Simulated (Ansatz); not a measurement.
**Glassy 96GeO2-4CaO (mol %) (71 atoms) under strain**

Aim: relax glassy 96GeO2-4CaO (mol %) (71 atoms), then change its volume and shape to read moduli from the stress.

Calculated with Ansatz 0.2.0; Kohn-Sham DFT, PBE, PAW (set soft_2), plane waves.

**1. Set-up**

The cell holds 71 atoms: 23 Ge, 1 Ca and 47 O. Its edges and angles: a = 10.460 Å, b = 10.460 Å, c = 10.460 Å, α = 90.0°, β = 90.0°, γ = 90.0°. 71 atoms (23 Ge, 1 Ca, 47 O) placed at random at 3.67 g/cm³, melted at 4000 K for 10 ps at fixed volume with the Morse and Coulomb pair potential with partial charges (Pedone, Malavasi, Menziani, Cormack and Segre, J. Phys. Chem. B 110, 11780 (2006)). Quenched from 2500 K to 300 K at 500 K/ps and fixed volume, held 10 ps at zero pressure.

What the set-up can't give: The quench rate of 500 K/ps is orders of magnitude faster than experiment, which tends to freeze in extra defects. The starting topology of bonds comes from the classical model, and needn't be the one that DFT or experiment would give. Only the Γ point is sampled.

**2. Single point at the start**

A single point comes first, to see the forces before anything moves.

input.yaml

```yaml
crystal:
  lattice:
    - [10.4603, 0.0, 0.0]
    - [0.0, 10.4603, 0.0]
    - [0.0, 0.0, 10.4603]
  atoms:
    - { symbol: Ge, position: [0.54311, 0.58149, 0.67027] }
    - { symbol: Ge, position: [0.39802, 0.53666, 0.38632] }
    - { symbol: Ge, position: [0.08729, 0.19998, 0.13171] }
    - { symbol: Ge, position: [0.77224, 0.09098, 0.42404] }
    - { symbol: Ge, position: [0.54998, 0.10895, 0.19487] }
    - { symbol: Ge, position: [0.98589, 0.81297, 0.76214] }
    - { symbol: Ge, position: [0.2109, 0.44604, 0.97711] }
    - { symbol: Ge, position: [0.38192, 0.32164, 0.76728] }
    - { symbol: Ge, position: [0.1301, 0.74995, 0.03668] }
    - { symbol: Ge, position: [0.41706, 0.87044, 0.72968] }
    - { symbol: Ge, position: [0.91619, 0.58849, 0.20168] }
    - { symbol: Ge, position: [0.33883, 0.05522, 0.9796] }
    - { symbol: Ge, position: [0.49447, 0.40186, 0.13068] }
    - { symbol: Ge, position: [0.79971, 0.07086, 0.02704] }
    - { symbol: Ge, position: [0.28879, 0.94697, 0.43637] }
    - { symbol: Ge, position: [0.72073, 0.01015, 0.73278] }
    - { symbol: Ge, position: [0.39238, 0.78933, 0.19672] }
    - { symbol: Ge, position: [0.69193, 0.75715, 0.08702] }
    - { symbol: Ge, position: [0.24762, 0.2614, 0.4724] }
    - { symbol: Ge, position: [0.8625, 0.60575, 0.58175] }
    - { symbol: Ge, position: [0.75256, 0.49475, 0.95092] }
    - { symbol: Ge, position: [0.97028, 0.34678, 0.40426] }
    - { symbol: Ge, position: [0.99591, 0.85947, 0.46247] }
    - { symbol: Ca, position: [0.01148, 0.39475, 0.72119] }
    - { symbol: O, position: [0.16586, 0.60011, 0.97512] }
    - { symbol: O, position: [0.75179, 0.91105, 0.05957] }
    - { symbol: O, position: [0.34774, 0.94485, 0.85586] }
    - { symbol: O, position: [0.89967, 0.457, 0.53656] }
    - { symbol: O, position: [0.09119, 0.29661, 0.52754] }
    - { symbol: O, position: [0.45522, 0.02162, 0.09011] }
    - { symbol: O, position: [0.39062, 0.20144, 0.88714] }
    - { symbol: O, position: [0.46148, 0.57031, 0.52862] }
    - { symbol: O, position: [0.74054, 0.0808, 0.58502] }
    - { symbol: O, position: [0.78306, 0.08666, 0.85962] }
    - { symbol: O, position: [0.10696, 0.34372, 0.04713] }
    - { symbol: O, position: [0.34509, 0.6635, 0.30453] }
    - { symbol: O, position: [0.4954, 0.43343, 0.7438] }
    - { symbol: O, position: [0.35808, 0.89375, 0.57998] }
    - { symbol: O, position: [0.6755, 0.15448, 0.08757] }
    - { symbol: O, position: [0.04894, 0.81948, 0.90825] }
    - { symbol: O, position: [0.14147, 0.88495, 0.40186] }
    - { symbol: O, position: [0.39698, 0.90992, 0.31887] }
    - { symbol: O, position: [0.70082, 0.65614, 0.95849] }
    - { symbol: O, position: [0.27201, 0.80894, 0.093] }
    - { symbol: O, position: [0.83165, 0.87869, 0.74316] }
    - { symbol: O, position: [0.56782, 0.94129, 0.74355] }
    - { symbol: O, position: [0.84829, 0.23491, 0.39649] }
    - { symbol: O, position: [0.51002, 0.4899, 0.27354] }
    - { symbol: O, position: [0.92486, 0.71502, 0.47588] }
    - { symbol: O, position: [0.35287, 0.44487, 0.05592] }
    - { symbol: O, position: [0.23978, 0.40447, 0.81381] }
    - { symbol: O, position: [0.47697, 0.25124, 0.1966] }
    - { symbol: O, position: [0.0788, 0.25584, 0.28562] }
    - { symbol: O, position: [0.46272, 0.70879, 0.7387] }
    - { symbol: O, position: [0.29522, 0.41008, 0.41407] }
    - { symbol: O, position: [0.61926, 0.42559, 0.02714] }
    - { symbol: O, position: [0.82316, 0.43571, 0.821] }
    - { symbol: O, position: [0.33559, 0.26107, 0.62081] }
    - { symbol: O, position: [0.27338, 0.11272, 0.41859] }
    - { symbol: O, position: [0.53126, 0.75589, 0.13245] }
    - { symbol: O, position: [0.04206, 0.88768, 0.62324] }
    - { symbol: O, position: [0.70274, 0.61146, 0.63326] }
    - { symbol: O, position: [0.64014, 0.07454, 0.33163] }
    - { symbol: O, position: [0.03428, 0.70822, 0.16142] }
    - { symbol: O, position: [0.94329, 0.12143, 0.09381] }
    - { symbol: O, position: [0.87284, 0.51238, 0.06804] }
    - { symbol: O, position: [0.95804, 0.4749, 0.30069] }
    - { symbol: O, position: [0.78389, 0.6902, 0.20373] }
    - { symbol: O, position: [0.20825, 0.11248, 0.05759] }
    - { symbol: O, position: [0.97023, 0.65444, 0.71274] }
    - { symbol: O, position: [0.87506, 0.96123, 0.41186] }
kpoints:
  mp_grid: { grid: [1, 1, 1] }
hamiltonian:
  xc: pbe
scf:
  occupations: { method: fermi_dirac, width: 0.05 }
output:
  forces: true
```

Run with:

```console
ansatz run input.yaml --threads 4 --pin off --max-ram 8192MiB --backend cpu --events-out ev --progress --plain --runs-dir out
```

Output:

```text
Engine: ansatz 0.2.0, aarch64-unknown-linux-gnu
Pseudopotentials: kind: paw
Pseudopotential: Ge, paw, valence charge 14, recommended cutoff 420 eV (normal), Ge.paw.azcp
Pseudopotential: Ca, paw, valence charge 10, recommended cutoff 420 eV (normal), Ca.paw.azcp
Pseudopotential: O, paw, valence charge 6, recommended cutoff 420 eV (normal), O.paw.azcp
Functional definition: PBE
  parameter kappa = 0.804
  parameter beta = 0.066725
  exchange = pbe_x(kappa = kappa, mu = beta*pi^2/3)
  correlation = pbe_c(beta = beta)
Crystal: 71 atoms, lattice volume = 1144.544 Å³
Basis set: ecut = 420 eV, 22335 PW (Γ), exchange–correlation on 144×144×144 points (8 copies of the dense FFT grid, shifted against one another)
Bands: 378, of which v1, the nominal top of the filled ones, is band 307 counted from 1 (306 counted from 0)
Symmetry: 1 space group operations
Space group: P1 (ITA 1), of the structure as read, at distance tolerance 1.0e-4 Å
k-points: 1
Non-local potential: Ge, projectors of the file, l = 0: 2, l = 1: 2, l = 2: 3, l = 3: 1
Non-local potential: Ca, projectors of the file, l = 0: 3, l = 1: 2, l = 2: 2
Non-local potential: O, projectors of the file, l = 0: 2, l = 1: 2, l = 2: 1
PAW form: soft (Blöchl's): semilocal exchange-correlation on the pseudo side does not see the compensation charge
PAW one-centre angular grid: Ge, 590 points (default); XC on 64 Gauss nodes
PAW one-centre angular grid: Ca, 110 points (default); XC on 64 Gauss nodes
PAW one-centre angular grid: O, 110 points (default); XC on 64 Gauss nodes
Initial density: superposition of atomic densities (neutral atoms: chi_scale 0, normalization atom), corrected by the library's trained network
Initial wavefunctions: pseudopotential atomic-orbital guess
Functional: x = pbe(κ = 0.804, μ = 0.219515), c = pbe(β = 0.066725)
SCF iter   1: F=—  HF=-127255.403521 eV  |F-HF|=—  |Δ(HF+E_count)|=         —  Δρ=3.03e-3  dr2=9.55e-2  ethr=1.77e-3  ⟨swp⟩=7.0  Hψ=1610  notcnv=0  defer=10
preconditioner: auto → Resta (q_TF=auto, 2.459 Å⁻¹)  ε∞=2.7  [insulator: Δε(μ)=1.687 eV  Ē_g=20.789 eV  σ=0.050 eV  W_gap=1.00  n_scr=256 (ndim 8)  ℏωp=27.2 eV  f_vac=0.288  D(μ)=0.00/eV (n_scr^D=0)  ε∞_Penn≈2.7]
SCF iter   2: F=—  HF=-127255.403357 eV  |F-HF|=—  |Δ(HF+E_count)|=   1.64e-4  Δρ=1.58e-3  dr2=1.87e-2  ethr=1.56e-5  ⟨swp⟩=2.0  Hψ=623  notcnv=0  defer=59
SCF iter   3: F=—  HF=-127255.404700 eV  |F-HF|=—  |Δ(HF+E_count)|=   1.34e-3  Δρ=6.47e-4  dr2=5.24e-3  ethr=3.04e-6  ⟨swp⟩=2.0  Hψ=459  notcnv=0  defer=37
automatic band count: iteration 3 solves 356 bands in place of 378: the levels show a gap, and the empty bands left out lie too high to hold charge; the band table lists the bands solved (type scf.n_extra_bands for more)
SCF iter   4: F=—  HF=-127255.405100 eV  |F-HF|=—  |Δ(HF+E_count)|=   4.00e-4  Δρ=2.02e-4  dr2=5.21e-4  ethr=8.54e-7  ⟨swp⟩=2.0  Hψ=511  notcnv=0  defer=37
SCF iter   5: F=—  HF=-127255.405118 eV  |F-HF|=—  |Δ(HF+E_count)|=   1.78e-5  Δρ=1.16e-4  dr2=1.60e-4  ethr=8.48e-8  ⟨swp⟩=2.0  Hψ=511  notcnv=0  defer=37
SCF iter   6: F=—  HF=-127255.405102 eV  |F-HF|=—  |Δ(HF+E_count)|=   1.54e-5  Δρ=3.35e-5  dr2=1.28e-5  ethr=2.61e-8  ⟨swp⟩=2.0  Hψ=459  notcnv=0  defer=37
SCF iter   7: F=—  HF=-127255.406377 eV  |F-HF|=—  |Δ(HF+E_count)|=   1.28e-3  Δρ=1.95e-5  dr2=3.78e-6  ethr=2.09e-9  ⟨swp⟩=2.0  Hψ=663  notcnv=0  defer=41
SCF iter   8: F=—  HF=-127255.406378 eV  |F-HF|=—  |Δ(HF+E_count)|=   1.87e-7  Δρ=5.05e-6  dr2=2.95e-7  ethr=6.15e-10  ⟨swp⟩=2.0  Hψ=483  notcnv=0  defer=41
SCF iter   9: F=-127255.406378 eV  HF=-127255.406378 eV  |F-HF|=3.62e-8  |Δ(HF+E_count)|=   1.06e-7  Δρ=2.58e-6  dr2=7.04e-8  ethr=1.63e-11  ⟨swp⟩=4.0  Hψ=1116  notcnv=0
SCF 1 converged in 9 iterations: F = -127255.406378 eV  dr2 = 7.04e-8
  greatest PAW one-centre occupation: 0.999 electrons in one spin orbital (limit 2), on the Ge atom at site 21 (counted from 0), in its partial waves of l = 2
SCF converged after 9 iterations
Free energy (F): -127255.406378 eV
Harris-Foulkes:  -127255.406378 eV  (|F-HF|=3.62e-8)
Internal energy: -127255.406377 eV  (E = F + TS)
E sigma→0 (E₀):  -127255.406377 eV
Entropy (-TS):   -0.000000 eV (-0.000 meV/atom)
Fermi energy:    4.001120 eV
--- Per-component energies (eV) ---
  E_band       = -6481.685719
  E_kinetic    = 11112.523990
  E_local      = -98929.272250  (includes V_loc(G=0)·N_el)
  E_nonlocal   = 12149.668167
  E_hartree    = 42224.518763
  E_xc         = -5294.576429
  E_vxc        = -6025.612444  (∫ρ·V_xc dr)
  E_paw        = -54937.898164  (= ΣΔE_a)
  E_vpaw       = -9238.160490  (= ΣTr[D̂ρ^β])
  E_aug_tail   = 0.125726  (compensation charges beyond the density's cutoff)
  E_ewald      = -33580.496181
  E_smearing   = -0.000000  (= −TS)
  E_closure    = -0.000000  (closes the sum)
  Σ components = -127255.406378   (vs F -127255.406378, Δ=0.00e0)
--- Forces (eV/Å), atoms counted from 1 ---
  atom   1  Ge    -0.32843683    -0.65130786    -0.17288317
  atom   2  Ge     0.81010223    -1.83666478    -1.11115584
  atom   3  Ge    -0.85193569     0.90255866    -0.53063733
  atom   4  Ge     1.57266260    -0.09543322     0.81770702
  atom   5  Ge     2.74491756     0.18160994    -1.03785920
  atom   6  Ge    -2.79154738     0.73167755    -3.02941985
  atom   7  Ge     1.34058060    -0.53527417    -0.29055205
  atom   8  Ge    -1.69927710    -1.72471590     0.37635455
  atom   9  Ge    -0.79004861    -2.15612689    -0.34534862
  atom  10  Ge     2.90512072    -0.45704267    -0.53638365
  atom  11  Ge    -0.60777710     3.27053474    -2.33449198
  atom  12  Ge     1.36511947     2.55788574    -2.34709225
  atom  13  Ge     0.38758621     0.96113856     0.47805956
  atom  14  Ge    -0.36107313    -1.51463144    -0.74557724
[...]
atom  70  O     -0.26164694    -2.55974762    -0.09347683
  atom  71  O      0.48186534    -0.42186548    -1.23542264
  max |Σ_I F_I| component: 7.28e-5 eV/Å
```

The job ended after 13 s (4 threads of Arm Neoverse V2, shared host; peak memory 1.5 GiB; 42 s of CPU time).

The column dr2 measures how far the density is from self-consistency, as an energy; F and HF (Harris–Foulkes) agree once it is small.

The r.m.s. force at the start is 1.3 eV/Å.

**3. Cell and atoms relaxed**

The cell is relaxed with the atoms, since the starting lattice needn't suit this functional.

input.yaml

```yaml
crystal:
  lattice:
    - [10.4603, 0.0, 0.0]
    - [0.0, 10.4603, 0.0]
    - [0.0, 0.0, 10.4603]
  atoms:
    [... the 71 atom lines of step 2 ...]
kpoints:
  mp_grid: { grid: [1, 1, 1] }
hamiltonian:
  xc: pbe
scf:
  occupations: { method: fermi_dirac, width: 0.05 }
output:
  forces: true
relax:
  f_tol: 0.05
  max_steps: 150
  cell: {}
```

Output:

```text
[...]
Crystal: 71 atoms, lattice volume = 1144.544 Å³
Basis set: ecut = 420 eV, 22335 PW (Γ), exchange–correlation on 144×144×144 points (8 copies of the dense FFT grid, shifted against one another)
Bands: 378, of which v1, the nominal top of the filled ones, is band 307 counted from 1 (306 counted from 0)
Symmetry: 1 space group operations
[...]
k-points: 1
[...]
SCF iter   1: F=—  HF=-127255.403522 eV  |F-HF|=—  |Δ(HF+E_count)|=         —  Δρ=3.03e-3  dr2=9.55e-2  ethr=1.77e-3  ⟨swp⟩=7.0  Hψ=1610  notcnv=0  defer=10
[...]
SCF iter   9: F=-127255.406378 eV  HF=-127255.406378 eV  |F-HF|=3.62e-8  |Δ(HF+E_count)|=   1.06e-7  Δρ=2.57e-6  dr2=7.03e-8  ethr=1.63e-11  ⟨swp⟩=4.0  Hψ=1138  notcnv=0
SCF 1 converged in 9 iterations: F = -127255.406378 eV  dr2 = 7.03e-8
[...]
relax step   1: F+E_penalty+E_count = -127255.40637768 eV  Δ(F+E_penalty+E_count) = +0.000e0 eV  max|allowed force component| = 4.335e0 eV/Å  Δτ_max = 0.0000 Å  P = +5.492 GPa  Ω = 1144.544 Å³  (9 SCF iters, dr2 threshold 1.00e-7 eV, accepted)
[... from here on, the SCF cycles and remarks between the steps are left out ...]
relax step   2: F+E_penalty+E_count = -127260.75565205 eV  Δ(F+E_penalty+E_count) = -5.349e0 eV  max|allowed force component| = 2.286e0 eV/Å  Δτ_max = 0.1777 Å  P = +2.558 GPa  Ω = 1143.149 Å³  energy of the carried Pulay correction = +4.610e-3 eV  (8 SCF iters, dr2 threshold 7.10e-6 eV, accepted)
relax step   3: F+E_penalty+E_count = -127264.05819911 eV  Δ(F+E_penalty+E_count) = -3.303e0 eV  max|allowed force component| = 5.553e-1 eV/Å  Δτ_max = 0.1995 Å  P = -0.745 GPa  Ω = 1128.015 Å³  energy of the carried Pulay correction = +5.499e-2 eV  (9 SCF iters, dr2 threshold 7.10e-6 eV, accepted)
relax step   4: F+E_penalty+E_count = -127264.89531987 eV  Δ(F+E_penalty+E_count) = -8.371e-1 eV  max|allowed force component| = 3.515e-1 eV/Å  Δτ_max = 0.2000 Å  P = -0.256 GPa  Ω = 1111.653 Å³  energy of the carried Pulay correction = +1.102e-1 eV  (8 SCF iters, dr2 threshold 7.10e-6 eV, accepted)
relax step   5: F+E_penalty+E_count = -127265.32398901 eV  Δ(F+E_penalty+E_count) = -4.287e-1 eV  max|allowed force component| = 1.965e-1 eV/Å  Δτ_max = 0.2000 Å  P = -0.190 GPa  Ω = 1102.142 Å³  energy of the carried Pulay correction = +1.427e-1 eV  (8 SCF iters, dr2 threshold 7.10e-6 eV, accepted)
relax step   6: F+E_penalty+E_count = -127265.55221482 eV  Δ(F+E_penalty+E_count) = -2.282e-1 eV  max|allowed force component| = 4.587e-1 eV/Å  Δτ_max = 0.2000 Å  P = -0.101 GPa  Ω = 1090.838 Å³  energy of the carried Pulay correction = +1.817e-1 eV  (9 SCF iters, dr2 threshold 2.41e-6 eV, accepted)
relax step   7: F+E_penalty+E_count = -127265.64225924 eV  Δ(F+E_penalty+E_count) = -9.004e-2 eV  max|allowed force component| = 2.848e-1 eV/Å  Δτ_max = 0.2000 Å  P = +0.031 GPa  Ω = 1087.345 Å³  energy of the carried Pulay correction = +1.938e-1 eV  (7 SCF iters, dr2 threshold 7.10e-6 eV, accepted)
relax step   8: F+E_penalty+E_count = -127265.59765162 eV  Δ(F+E_penalty+E_count) = +4.461e-2 eV  max|allowed force component| = 4.291e-1 eV/Å  Δτ_max = 0.2000 Å  P = -0.033 GPa  Ω = 1089.308 Å³  energy of the carried Pulay correction = +1.870e-1 eV  (8 SCF iters, dr2 threshold 5.07e-6 eV, rejected (line search))
relax step   9: F+E_penalty+E_count = -127265.67193976 eV  Δ(F+E_penalty+E_count) = -2.968e-2 eV  max|allowed force component| = 4.004e-2 eV/Å  Δτ_max = 0.1000 Å  P = -0.005 GPa  Ω = 1087.607 Å³  energy of the carried Pulay correction = +1.929e-1 eV  (12 SCF iters, accepted)
relax step  10: F+E_penalty+E_count = -127265.67491899 eV  Δ(F+E_penalty+E_count) = -2.979e-3 eV  max|allowed force component| = 1.016e-1 eV/Å  Δτ_max = 0.0646 Å  P = -0.044 GPa  Ω = 1087.383 Å³  energy of the carried Pulay correction = +1.936e-1 eV  (12 SCF iters, accepted)
relax step  11: F+E_penalty+E_count = -127265.68620867 eV  Δ(F+E_penalty+E_count) = -1.129e-2 eV  max|allowed force component| = 7.997e-2 eV/Å  Δτ_max = 0.1500 Å  P = +0.005 GPa  Ω = 1084.829 Å³  energy of the carried Pulay correction = +2.025e-1 eV  (9 SCF iters, dr2 threshold 6.45e-7 eV, accepted)
relax step  12: F+E_penalty+E_count = -127265.69104349 eV  Δ(F+E_penalty+E_count) = -4.835e-3 eV  max|allowed force component| = 5.161e-2 eV/Å  Δτ_max = 0.0385 Å  P = +0.032 GPa  Ω = 1085.591 Å³  energy of the carried Pulay correction = +1.999e-1 eV  (8 SCF iters, dr2 threshold 4.00e-7 eV, accepted)
relax step  13: F+E_penalty+E_count = -127265.69221550 eV  Δ(F+E_penalty+E_count) = -1.172e-3 eV  max|allowed force component| = 2.762e-2 eV/Å  Δτ_max = 0.0112 Å  P = -0.017 GPa  Ω = 1085.680 Å³  energy of the carried Pulay correction = +1.996e-1 eV  (7 SCF iters, dr2 threshold 1.66e-7 eV, accepted)
relax step  14: F+E_penalty+E_count = -127265.55833703 eV  Δ(F+E_penalty+E_count) = +1.339e-1 eV  max|allowed force component| = 2.730e-2 eV/Å  Δτ_max = 0.0000 Å  P = -0.258 GPa  Ω = 1085.680 Å³  stress off target by 3.20e-1 GPa  SCF on the basis re-selected at this cell (its energy is not comparable with the rows above)  (7 SCF iters)
relax step  15: F+E_penalty+E_count = -127265.58785876 eV  Δ(F+E_penalty+E_count) = -2.952e-2 eV  max|allowed force component| = 1.863e-1 eV/Å  Δτ_max = 0.0725 Å  P = +0.099 GPa  Ω = 1076.835 Å³  energy of the carried Pulay correction = +2.923e-2 eV  (8 SCF iters, dr2 threshold 2.56e-7 eV, accepted)
relax step  16: F+E_penalty+E_count = -127265.59148322 eV  Δ(F+E_penalty+E_count) = -3.624e-3 eV  max|allowed force component| = 5.278e-2 eV/Å  Δτ_max = 0.0442 Å  P = -0.019 GPa  Ω = 1078.254 Å³  energy of the carried Pulay correction = +2.457e-2 eV  (7 SCF iters, dr2 threshold 2.17e-6 eV, accepted)
relax step  17: F+E_penalty+E_count = -127265.59037530 eV  Δ(F+E_penalty+E_count) = +1.108e-3 eV  max|allowed force component| = 2.317e-2 eV/Å  Δτ_max = 0.0092 Å  P = -0.021 GPa  Ω = 1078.957 Å³  energy of the carried Pulay correction = +2.228e-2 eV  (7 SCF iters, dr2 threshold 1.74e-7 eV, accepted)
relax step  18: F+E_penalty+E_count = -127265.56701627 eV  Δ(F+E_penalty+E_count) = +2.336e-2 eV  max|allowed force component| = 2.311e-2 eV/Å  Δτ_max = 0.0000 Å  P = -0.040 GPa  Ω = 1078.957 Å³  stress off target by 6.03e-2 GPa  SCF on the basis re-selected at this cell (its energy is not comparable with the rows above)  (6 SCF iters)
relax step  19: F+E_penalty+E_count = -127265.57099216 eV  Δ(F+E_penalty+E_count) = -3.976e-3 eV  max|allowed force component| = 2.137e-2 eV/Å  Δτ_max = 0.0185 Å  P = -0.014 GPa  Ω = 1078.091 Å³  energy of the carried Pulay correction = +2.934e-3 eV  (9 SCF iters, dr2 threshold 9.09e-9 eV, accepted)
relax step  20: F+E_penalty+E_count = -127265.56868659 eV  Δ(F+E_penalty+E_count) = +2.306e-3 eV  max|allowed force component| = 2.133e-2 eV/Å  Δτ_max = 0.0000 Å  P = -0.015 GPa  Ω = 1078.091 Å³  stress off target by 2.31e-2 GPa  SCF on the basis re-selected at this cell (its energy is not comparable with the rows above)  (4 SCF iters)
[...]
SCF converged after 4 iterations
Free energy (F): -127265.568687 eV
[...]
Internal energy: -127265.568687 eV  (E = F + TS)
E sigma→0 (E₀):  -127265.568687 eV
Fermi energy:    4.681836 eV
[...]
--- Forces (eV/Å), atoms counted from 1 ---
  atom   1  Ge     0.00215132    -0.00327423     0.00299294
  atom   2  Ge     0.00325205     0.00022081    -0.00387843
  atom   3  Ge     0.00736680     0.00649280    -0.00455646
  atom   4  Ge    -0.00511408    -0.00883522    -0.01310372
  atom   5  Ge     0.00287793     0.01129341     0.00118386
  atom   6  Ge    -0.00152871    -0.00428607    -0.00710405
  atom   7  Ge    -0.01430506     0.00543446    -0.01018689
  atom   8  Ge    -0.00007949     0.00207695    -0.00074083
  atom   9  Ge    -0.00104592    -0.01129497    -0.00312683
  atom  10  Ge    -0.00977989    -0.00895865     0.00907775
  atom  11  Ge    -0.00285822     0.00448701    -0.00274195
  atom  12  Ge    -0.00397385     0.00617742    -0.00547298
  atom  13  Ge    -0.00608571     0.00734818     0.01165408
  atom  14  Ge    -0.00687669     0.00382927     0.02132850
[...]
atom  70  O     -0.00420699     0.00536857    -0.00509402
  atom  71  O     -0.00162984    -0.00317555     0.00364105
  max |Σ_I F_I| component: 1.13e-5 eV/Å
--- Stress (GPa, compression-positive) ---
       -0.017647      -0.000786      -0.007031
       -0.000786      -0.014639       0.003414
       -0.007031       0.003414      -0.013267
  P = ⅓ Tr σ = -0.0152 GPa (-0.152 kbar)
--- Relaxed structure (17 steps of the walk, 16 accepted, 3 SCFs on fresh bases) ---
  F+E_penalty+E_count = -127265.56868659 eV   max|allowed force component| = 2.133e-2 eV/Å   (the final SCF, on the basis selected at the relaxed cell)
  cell:  # Å, volume = 1078.0911 Å³
    - [10.232552, -0.114757, -0.147459]
    - [-0.114757, 10.249826, 0.088688]
    - [-0.147459, 0.088688, 10.283254]
  atoms:
    - { symbol: Ge, position: [0.522064, 0.606639, 0.658726] }
    - { symbol: Ge, position: [0.385846, 0.537097, 0.378136] }
    - { symbol: Ge, position: [0.093800, 0.197733, 0.119058] }
    - { symbol: Ge, position: [0.791566, 0.089715, 0.417216] }
[...]
- { symbol: O, position: [0.930250, 0.992391, 0.400171] }
```

Wall time 3.4 min (4 threads); peak memory 1.5 GiB.

The relaxation converged after 17 steps, with a largest force component of 0.021 eV/Å.

(Continued in part 2 of 3.)

[Long decimals in the printed logs are rounded to 6 places.]

[Logs are printed without paths, hosts, clocks, repeated set-up lines and the standing remarks that a program may print on its own settings, such as how far it seeks lower states.]

[Hosts, paths, dates, database ids (printed as entryN), source tags and the programs' standing remarks are cut or masked in the printed files.]
